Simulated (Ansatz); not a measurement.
# Decaying states in the gap of CaLaCuBr6, part 3 of 3

Aim: relax a made-up compound, CaLaCuBr6, and see how good a tunnel barrier it would be. It is built by putting Cu for Na, Br for F in the NaCaLaF6 structure of space group P3, with the volume rescaled by atomic radii. The parent structure comes from the Materials Project.

Ansatz 0.2.0; PBE DFT, plane waves, PAW files (the session's first sound run).

So far, gap on the k-mesh (eV): step 3 (the bulk crystal and its band edges) 2.00; step 4 (complex bands, plane (100), k-mesh 4×6×4) 2.00.

The structure was built from a prototype and need not be the compound's stable phase.

**6. A check of the settings: output.transmission.temperature = 200.0**

This step: PBE DFT, plane waves, PAW files; complex bands by layer matching along the plane's normal; changed: output.transmission.temperature = 200.0 (Ansatz 0.2.0).

This run repeats an earlier one, its twin (the complex run, plane (100)), with one setting changed (output.transmission.temperature; files written aside). It is meant to test how the leads' temperature enters. Where the input is shown as a difference, that is against the step before, not the twin.

input.yaml

```yaml
crystal:
  lattice:
    - [7.775456428, 0.0, 0.0]
    - [0.0, 4.839592947, 0.0]
    - [3.887728214, 0.0, 6.733742793]
  atoms:
    - { symbol: Cu, position: [0.0, 0.7799799967, 0.0] }
    - { symbol: Ca, position: [0.3333333333, 0.271303909, 0.3333333333] }
    - { symbol: La, position: [0.6666666667, 0.778810965, 0.6666666667] }
    - { symbol: Br, position: [0.2708634503, 0.7781584362, 0.6557132056] }
    - { symbol: Br, position: [0.0734233441, 0.7781584362, 0.2708634503] }
    - { symbol: Br, position: [0.6557132056, 0.7781584362, 0.0734233441] }
    - { symbol: Br, position: [0.671912374, 0.2784762735, 0.4019577125] }
    - { symbol: Br, position: [0.9261299135, 0.2784762735, 0.671912374] }
    - { symbol: Br, position: [0.4019577125, 0.2784762735, 0.9261299135] }
kpoints:
  mp_grid: { grid: [4, 6, 4] }
scf:
  occupations: { method: fixed }
hamiltonian:
  xc: pbe
output:
  eigenvalues: true
  transmission:
    leads: [[0, 0]]
    kpoints: [[0.0, 0.0], [0.0, -0.5]]
    e_range: [-1.0, 3.0]
    de: 0.1
    temperature: 200.0
```

Run with:

```sh
> ansatz run input.yaml --threads 2 --pin off --max-ram 4096MiB --backend cpu --events-out ev --progress --plain --runs-dir out
```

Numbers of over 12 decimals in the logs are rounded to 6 here.

The program printed:

```text
[...]
Crystal: 9 atoms, lattice volume = 253.391 Å³
Basis set: ecut = 420 eV, 4931 PW (Γ)
Bands: 50, of which v1, the nominal top of the filled ones, is band 41 counted from 1 (40 counted from 0)
Symmetry: 3 space group operations
[...]
k-points: 20 of 96 (time reversal used)
[...]
SCF iter   1: F=—  HF=-31405.181450 eV  |F-HF|=—  |Δ(HF+E_count)|=         —  Δρ=2.19e-3  dr2=7.27e-3  ethr=1.77e-3  ⟨swp⟩=5.0  Hψ=3441  notcnv=0  defer=56
[...]
SCF iter   8: F=-31405.198023 eV  HF=-31405.198023 eV  |F-HF|=5.07e-9  |Δ(HF+E_count)|=   2.61e-7  Δρ=3.26e-6  dr2=4.21e-8  ethr=1.22e-10  ⟨swp⟩=16.4  Hψ=5099  notcnv=0
SCF 1 converged in 8 iterations: F = -31405.198023 eV  dr2 = 4.21e-8
[...]
transmission: 15 of 30 steps passed
transmission: 30 of 30 steps passed
SCF converged after 8 iterations
Free energy (F): -31405.198023 eV
[...]
Internal energy: -31405.198023 eV  (E = F + TS)
E sigma→0 (E₀):  -31405.198023 eV
Fermi energy:    5.623316 eV
[...]
--- Band table (eV; the first three rows and the last of 20) ---
  k-point 0: bands = [... 37 lower, 5.2479, 5.2479, 5.5651, 5.5651, 7.6406, 7.6740, 7.6978, 7.6978, ... 5 higher]
  k-point 1: bands = [... 37 lower, 5.2351, 5.2452, 5.5112, 5.5697, 7.6479, 7.6757, 7.7005, 7.7086, ... 5 higher]
  k-point 2: bands = [... 37 lower, 5.2234, 5.2435, 5.4941, 5.5787, 7.6489, 7.6878, 7.7036, 7.7188, ... 5 higher]
  k-point 19: bands = [... 37 lower, 5.2413, 5.2575, 5.4913, 5.5649, 7.6570, 7.6793, 7.6992, 7.7042, ... 5 higher]
--- Transmission ---
  basis      : 329 plane waves across, 15 finite elements along
  points     : 2, as listed
[...]
channels       : 0.000000e0 a spin
[...]
slowest decay  : 0.2663 /Å at (0.0000, 0.0000)
```

It took 1.7 min on 2 threads of Arm Neoverse V2, shared host; peak memory 1.5 GiB.

K parallel (0, 0); values up to 1.5 1/Å, a degenerate pair printed once or twice; energies at which all values exceed this have no row. Im kz of the slowest decaying states against energy, zero at the highest filled level on the SCF mesh:

```
energy (eV)  decay 1 (Å⁻¹)  decay 2 (Å⁻¹)  decay 3 (Å⁻¹)  decay 4 (Å⁻¹)
      -1.00          0.181          0.202          0.349          0.402
      -0.80          0.259          0.305          0.401          0.404
      -0.70          0.288          0.350          0.397          0.417
      -0.50          0.328          0.368          0.399          0.438
      -0.40          0.337          0.348          0.470          0.476
      -0.20          0.263          0.365          0.506          0.508
       0.00          0.148          0.333          0.356          0.543
       0.10          0.203          0.411          0.425          0.554
       0.30          0.242          0.474          0.499          0.557
       0.40          0.252          0.487          0.525          0.550
       0.60          0.263          0.497          0.533          0.544
       0.80          0.267          0.499          0.519          0.536
       0.90          0.267          0.497          0.512          0.532
       1.10          0.264          0.491          0.498          0.524
       1.20          0.261          0.480          0.492          0.495
       1.40          0.251          0.462          0.479          0.493
       1.60          0.237          0.446          0.466          0.479
       1.70          0.227          0.442          0.461          0.463
       1.90          0.198          0.421          0.443          0.457
       2.00          0.147          0.379          0.394          0.416
       2.20          0.178          0.270          0.303          0.371
       2.40         0.0901          0.333          0.348          0.425
       2.50          0.316          0.324          0.407          0.432
       2.70          0.249          0.295          0.376          0.393
       2.80          0.203          0.275          0.361          0.375
       3.00         0.0416          0.221          0.331          0.337
```

K parallel (0, -0.5); values up to 1.5 1/Å, a degenerate pair printed once or twice; energies at which all values exceed this have no row. Table of Im kz of the slowest decaying states by energy, zero at the highest filled level on the SCF mesh:

```
energy (eV)  decay 1 (Å⁻¹)  decay 2 (Å⁻¹)  decay 3 (Å⁻¹)  decay 4 (Å⁻¹)
      -1.00         0.0369          0.336          0.396          0.434
      -0.70          0.324          0.358          0.443          0.458
      -0.40          0.108          0.238          0.239          0.382
      -0.10          0.332          0.356          0.413          0.426
       0.00        0.00745         0.0103          0.433          0.446
       0.10          0.227          0.287          0.455          0.459
       0.40          0.380          0.482          0.486          0.523
       0.70          0.411          0.494          0.499          0.537
       1.00          0.417          0.498          0.504          0.543
       1.30          0.414          0.496          0.501          0.536
       1.60          0.405          0.484          0.487          0.507
       1.90          0.380          0.385          0.418          0.466
       2.10          0.211          0.275          0.322          0.556
       2.40          0.303          0.421          0.439          0.571
       2.70          0.274          0.402          0.411          0.560
       3.00         0.0470          0.301          0.372          0.528
```

The temperature enters the conductance and not T(E) itself. No conductance was computed here for it to change.

**7. Outcome**

| Quantity | Value |
| --- | --- |
| band gap | 2.00 eV |
| least decay constant at mid-gap, normal to (100) | 0.266 Å⁻¹ |

What this shows: With PBE, the slowest decay at the wavevectors tried is κ = 0.266 Å⁻¹, normal to (100). Through such a film the transmission near mid-gap falls as exp(−2κd), a factor of ten every 4.3 Å. A free electron under a barrier of half the gap would need a mass of 0.27 mₑ to decay at this rate. The compound is made up by substitution; its stability against other phases and against distortions of the cell's symmetry was not tested. A semilocal functional narrows gaps, so real decay constants are likely larger.

[Logs are printed without paths, hosts, clocks, repeated set-up lines and the standing remarks that a program may print on its own settings, such as how far it seeks lower states.]

[Hosts, paths, dates, database ids (printed as entryN), source tags and the programs' standing remarks are cut or masked in the printed files.]
